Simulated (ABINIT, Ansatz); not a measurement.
# A GW chain in ABINIT: InF3 (R-3c)

How does a plane-wave GW calculation on InF3 (R-3c) run from the first input to the gap?

Main program and level: ABINIT 10.8.3; LDA and many-body steps on it, plane waves.

Most raw output is cut from this account.

### Step 1. Starting point

Symmetry: R-3c, No. 167, trigonal system. Conventional cell: a = 5.204 Å, b = 5.204 Å, c = 14.723 Å, α = 90.00°, β = 90.00°, γ = 120.00°. Nearest to In lie 6 F at 2.08 Å. Nearest to F lie 2 In at 2.08 Å. Farther neighbours and most contacts between anions are not listed.

As a file:

```cif
data_structure
_symmetry_space_group_name_H-M 'P 1'
_symmetry_Int_Tables_number 1
_cell_length_a 5.7543
_cell_length_b 5.7543
_cell_length_c 5.7543
_cell_angle_alpha 53.771
_cell_angle_beta 53.771
_cell_angle_gamma 53.771
_cell_volume 115.11
loop_
_atom_site_label
_atom_site_type_symbol
_atom_site_fract_x
_atom_site_fract_y
_atom_site_fract_z
_atom_site_occupancy
In1 In 0.50000 0.50000 0.50000 1
In2 In 0.00000 0.00000 0.00000 1
F3 F 0.39571 0.75000 0.10429 1
F4 F 0.75000 0.10429 0.39571 1
F5 F 0.89571 0.60429 0.25000 1
F6 F 0.25000 0.89571 0.60429 1
F7 F 0.60429 0.25000 0.89571 1
F8 F 0.10429 0.39571 0.75000 1
```

The cell and positions are those that the Materials Project relaxed with its own functionals (PBE, PBE+U or r2SCAN), kept fixed.

### Step 2. Ground state

This step: ABINIT 10.8.3; DFT, LDA, plane waves, norm-conserving pseudopotentials.

The ground-state density comes first.

The input, run.abi:

```
acell 3*1.0 Angstrom
rprim 
  2.602141182914 1.502346912402 4.907506134507
  -2.602141182914 1.502346912402 4.907506134507
  0.000000000000 -3.004693824873 4.907506134486
ntypat 2
znucl 49 9
natom 8
typat 1 1 2 2 2 2 2 2
xred 
  0.500000000000 0.500000000000 0.500000000000
  -0.000000000000 0.000000000000 0.000000000000
  0.395709220000 0.750000000000 0.104290780000
  0.750000000000 0.104290780000 0.395709220000
  0.895709220000 0.604290780000 0.250000000000
  0.250000000000 0.895709220000 0.604290780000
  0.604290780000 0.250000000000 0.895709220000
  0.104290780000 0.395709220000 0.750000000000
pp_dirpath "pseudos"
pseudos "In.upf, F.upf"
ecut 36
ngkpt 4 4 4
nshiftk 1
shiftk 0 0 0
kptopt 1
chksymbreak 0
nband 50
occopt 1
tolvrs 1e-08
nstep 60
prtwf 0
optforces 0
optstress 0
indata_prefix "in"
outdata_prefix "out"
tmpdata_prefix "tmp"
```

Run with:

```bash
$ OMP_NUM_THREADS=1 mpirun -n 8 abinit run.abi > log
```

Wall time 46 s (8 MPI ranks of Arm Neoverse V1, shared host); peak memory 0.91 GiB.

Numbers from this step:

```yaml
total_energy: -14867.5873 eV
gap: 4.010 eV
k_of_the_valence_top: 0.5, 0.5, 0
k_of_the_conduction_bottom: 0, 0, 0
least_direct_gap: 4.042 eV
```

The gap is indirect, with the least direct gap 0.03 eV higher.

### Step 3. Bands along the symmetry lines

Levels along a band path, at the cheap level, show where the edges lie and whether the meshes to come will hold them.

run.abi: that of step 2 with these lines changed.

```diff
@@ -21,14 +21,45 @@
 ecut 36
-ngkpt 4 4 4
-nshiftk 1
-shiftk 0 0 0
-kptopt 1
-chksymbreak 0
-nband 50
-occopt 1
-tolvrs 1e-08
-nstep 60
+iscf -2
+irdden 1
+kptopt 0
+nkpt 31
+kpt 
+  0.00000000 0.00000000 0.00000000
+  0.12500000 0.12500000 0.12500000
+  0.25000000 0.25000000 0.25000000
+  0.37500000 0.37500000 0.37500000
+  0.50000000 0.50000000 0.50000000
+  0.56771382 0.43228618 0.50000000
+  0.63542764 0.36457236 0.50000000
+  0.70314146 0.29685854 0.50000000
+  0.77085528 0.22914472 0.50000000
+  0.50000000 -0.22914472 0.22914472
+  0.50000000 -0.17185854 0.17185854
+  0.50000000 -0.11457236 0.11457236
+  0.50000000 -0.05728618 0.05728618
+  0.50000000 0.00000000 0.00000000
+  0.37500000 0.00000000 0.00000000
+  0.25000000 0.00000000 0.00000000
+  0.12500000 0.00000000 0.00000000
+  0.00000000 0.00000000 0.00000000
+  0.09114309 -0.09114309 0.00000000
+  0.18228618 -0.18228618 0.00000000
+  0.27342927 -0.27342927 0.00000000
+  0.36457236 -0.36457236 -0.00000000
+  0.63542764 0.00000000 0.36457236
+  0.60157073 0.00000000 0.39842927
+  0.56771382 0.00000000 0.43228618
+  0.53385691 0.00000000 0.46614309
+  0.50000000 0.00000000 0.50000000
+  0.37500000 0.00000000 0.37500000
+  0.25000000 0.00000000 0.25000000
+  0.12500000 0.00000000 0.12500000
+  0.00000000 0.00000000 0.00000000
+istwfk *1
+nband 49
+nbdbuf 2
+tolwfr 1e-08
+nstep 40
 prtwf 0
-optforces 0
-optstress 0
+prtvol 0
 indata_prefix "in"
```

Wall time 45 s (8 MPI ranks); peak memory 0.82 GiB.

Numbers from this step:

| Quantity | Value |
| --- | --- |
| gap | 4.010 eV |
| k of the valence top | 0.5, 0, 0.5 |
| k of the conduction bottom | 0, 0, 0 |
| least direct gap | 4.042 eV |

The gap is 4.010 eV, as in the run before at this level.

The electronic bands at the labelled points (eV, zero at the top of the highest filled band):

```tsv
point	band 39	band 40	band 41	band 42	band 43	band 44	band 45	band 46
Γ	-0.18	-0.18	-0.03	-0.03	4.01	9.42	10.43	11.52
halfway	-0.18	-0.18	-0.05	-0.05	4.78	8.22	11.15	11.80
T	-0.12	-0.12	-0.12	-0.12	6.43	6.43	11.71	11.71
halfway	-0.21	-0.21	-0.14	-0.14	6.78	6.78	10.67	10.67
H2	-0.18	-0.18	-0.09	-0.09	7.09	7.09	10.04	10.04
jump to H0	-0.18	-0.18	-0.09	-0.09	7.09	7.09	10.04	10.04
halfway	-0.26	-0.26	-0.10	-0.10	6.80	6.80	10.55	10.55
L	-0.26	-0.26	-0.13	-0.13	6.62	6.62	11.02	11.02
halfway	-0.28	-0.27	-0.11	-0.05	4.88	8.40	10.96	11.04
Γ	-0.18	-0.18	-0.03	-0.03	4.01	9.42	10.43	11.52
halfway	-0.23	-0.19	-0.16	-0.03	5.19	8.21	10.47	11.33
S0	-0.22	-0.18	-0.14	-0.03	6.85	7.23	9.89	10.63
jump to S2	-0.22	-0.18	-0.14	-0.03	6.85	7.23	9.89	10.63
halfway	-0.21	-0.19	-0.16	-0.01	6.62	7.83	9.71	10.51
F	-0.24	-0.20	-0.15	0.00	6.54	8.09	9.60	10.49
halfway	-0.27	-0.16	-0.14	-0.09	5.10	8.53	10.55	10.74
Γ	-0.18	-0.18	-0.03	-0.03	4.01	9.42	10.43	11.52
```

### Step 4. Empty states on the mesh, 4×4×4 mesh, 267 bands

The sums over transitions need many empty states on a uniform mesh; this step solves for them.

The input, run.abi:

```
acell 3*1.0 Angstrom
rprim 
  2.602141182914 1.502346912402 4.907506134507
  -2.602141182914 1.502346912402 4.907506134507
  0.000000000000 -3.004693824873 4.907506134486
ntypat 2
znucl 49 9
natom 8
typat 1 1 2 2 2 2 2 2
xred 
  0.500000000000 0.500000000000 0.500000000000
  -0.000000000000 0.000000000000 0.000000000000
  0.395709220000 0.750000000000 0.104290780000
  0.750000000000 0.104290780000 0.395709220000
  0.895709220000 0.604290780000 0.250000000000
  0.250000000000 0.895709220000 0.604290780000
  0.604290780000 0.250000000000 0.895709220000
  0.104290780000 0.395709220000 0.750000000000
pp_dirpath "pseudos"
pseudos "In.upf, F.upf"
ecut 36
ngkpt 4 4 4
nshiftk 1
shiftk 0 0 0
kptopt 1
chksymbreak 0
iscf -2
irdden 1
istwfk *1
nband 267
nbdbuf 24
tolwfr 1e-09
nstep 60
prtvol 0
indata_prefix "in"
outdata_prefix "out"
tmpdata_prefix "tmp"
```

Run time: 3.6 min. Hardware: 8 MPI ranks; peak memory 1.1 GiB; 29 min of CPU time.

This step gave:

```
gap                                                           : 4.010 eV
k of the valence top                                          : 0.5, 0.5, 0
k of the conduction bottom                                    : 0, 0, 0
least direct gap                                              : 4.042 eV
k points computed                                             : 13
lowest point of the top converged band, above the valence top : 82.1049 eV
```

On this mesh the gap is 4.010 eV.

### Step 5. Screening, 4×4×4 mesh, 243 bands, screening to 174.2 eV

The RPA dielectric matrix is built and inverted for each q.

This step: RPA screening on LDA, plane waves, norm-conserving pseudopotentials.

run.abi: that of step 4 with these lines changed.

```diff
@@ -26,10 +26,11 @@
 chksymbreak 0
-iscf -2
-irdden 1
 istwfk *1
-nband 267
-nbdbuf 24
-tolwfr 1e-09
-nstep 60
-prtvol 0
+occopt 1
+irdwfk 1
+optdriver 3
+nband 243
+ecuteps 6.4
+inclvkb 2
+awtr 1
+symchi 1
 indata_prefix "in"
```

Run time: 28 min. Hardware: 8 MPI ranks; peak memory 14 GiB.

This step gave:

* ε∞ with local fields, on this mesh, along the program's q direction: 2.408
* the same without local fields: 2.544
* plasma frequency: 31.72 eV
* plane waves in the screening matrix: 593

Local fields lower ε∞ by 5 %.

### Step 6. Self-energy, 4×4×4 mesh, 243 bands, screening to 174.2 eV

The self-energy is evaluated for the states that the input lists, and the levels follow from it, in one-shot runs by the linearised quasiparticle equation.

This step: G0W0 on LDA, plane waves, norm-conserving pseudopotentials.

run.abi: that of step 5 with these lines changed.

```diff
@@ -29,8 +29,17 @@
 irdwfk 1
-optdriver 3
+optdriver 4
 nband 243
+gwcalctyp 0
+ecutsigx 36
+symsigma 1
+nkptgw 2
+kptgw 
+  0.5000000000 0.5000000000 0.0000000000
+  0.0000000000 0.0000000000 0.0000000000
+bdgw 
+  41 44
+  41 44
 ecuteps 6.4
-inclvkb 2
-awtr 1
-symchi 1
+irdscr 1
+ppmodel 1
 indata_prefix "in"
```

Elapsed: 87 s, on 8 MPI ranks; peak memory 9 GiB.

Numbers from this step:

| Item | Value |
| --- | --- |
| G0W0 gap on the points computed | 7.616 eV |
| starting gap on the mesh | 4.010 eV |
| k of the valence top | 0.5, 0.5, 0 |
| k of the conduction bottom | 0, 0, 0 |
| Z at the valence top | 0.807 |
| Z at the conduction bottom | 0.869 |
| least direct G0W0 gap on the computed points | 7.686 eV |

The gap on the mesh goes from 4.01 eV to 7.62 eV, a correction of +3.61 eV.

Limits: finite bands, cutoff and mesh; no spin-orbit coupling. v1 is the top filled band, c1 the lowest empty one. The levels before and after the correction (eV, zero at the valence-band top of each column):

```tsv
	conduction bottom	valence top
Kohn-Sham	4.01	0.00
G0W0	7.62	0.00
```

```tsv
	level	energy (eV)
Kohn-Sham	(0.5 0.5 0) v2	-0.152
Kohn-Sham	(0.5 0.5 0) v1	0.000
Kohn-Sham	(0.5 0.5 0) c1	6.537
Kohn-Sham	(0.5 0.5 0) c2	8.086
Kohn-Sham	Γ v2-v1	-0.032
Kohn-Sham	Γ c1	4.010
Kohn-Sham	Γ c2	9.419
G0W0	(0.5 0.5 0) v2	0.000
G0W0	(0.5 0.5 0) v1	-0.014
G0W0	(0.5 0.5 0) c1	10.617
G0W0	(0.5 0.5 0) c2	12.485
G0W0	Γ v2-v1	-0.070
G0W0	Γ c1	7.616
G0W0	Γ c2	14.091
```

### Step 7. Where the time went

Times are wall times on 8 MPI ranks of Arm Neoverse V1, shared host, good to a factor of about two.

```tsv
step	time	share	memory (GiB)
ground state	46 s	2 %	0.91
bands along the symmetry lines	45 s	2 %	0.82
empty states on the mesh	3.6 min	10 %	1.1
screening	28 min	81 %	14
self-energy	87 s	4 %	9.0
```

### Step 8. Outcome

```yaml
lda_gap: 4.01 eV, indirect (only 32 meV under the direct gap)
g0w0_gap_on_the_mesh: 7.62 eV
gw_settings: 4×4×4 mesh, 243 bands, screening to 174.2 eV, Godby-Needs plasmon pole
known_limits: not at the basis limit; no spin-orbit coupling
```

In words: G0W0 moves the gap on the mesh from 4.01 eV to 7.62 eV (+3.61 eV), with Z of 0.81 and 0.87 at the edges. Local fields lower the RPA ε∞ on this mesh from 2.54 to 2.41. Only 2 of the mesh's irreducible points were corrected, so a valley elsewhere could overtake. The dearest step here is «screening». Bands and cutoff are finite, so the gap is not at the basis limit. The miss can reach some tenths of an eV and take either sign; the mesh is an error of its own. In the G0W0 run levels were corrected at 2 k points alone, so a gap called «on the mesh» is the least over those, and an edge elsewhere would be missed. The many-body steps are scalar-relativistic: spin-orbit coupling is not in them.

[Paths, hosts, dates, memory and timing lines, banners, echoed tables and standing remarks are left out of the program output.]

[Logs are printed without paths, hosts, clocks, repeated set-up lines and the standing remarks that a program may print on its own settings, such as how far it seeks lower states.]

[Runs of the session that timed out or met a known fault of the program may be left out.]

[Hosts, paths, dates, database ids (printed as entryN), source tags and the programs' standing remarks are cut or masked in the printed files.]

[G0W0 gaps are taken among the corrected bands and points alone; a level outside them can change the order at an edge.]

[Where Ansatz stands beside ABINIT at settings called matched, ABINIT's density can come from a denser mesh and the files from another edition; pairs whose starting gaps differed by over 0.03 eV were left out, so agreement reads better than it is.]
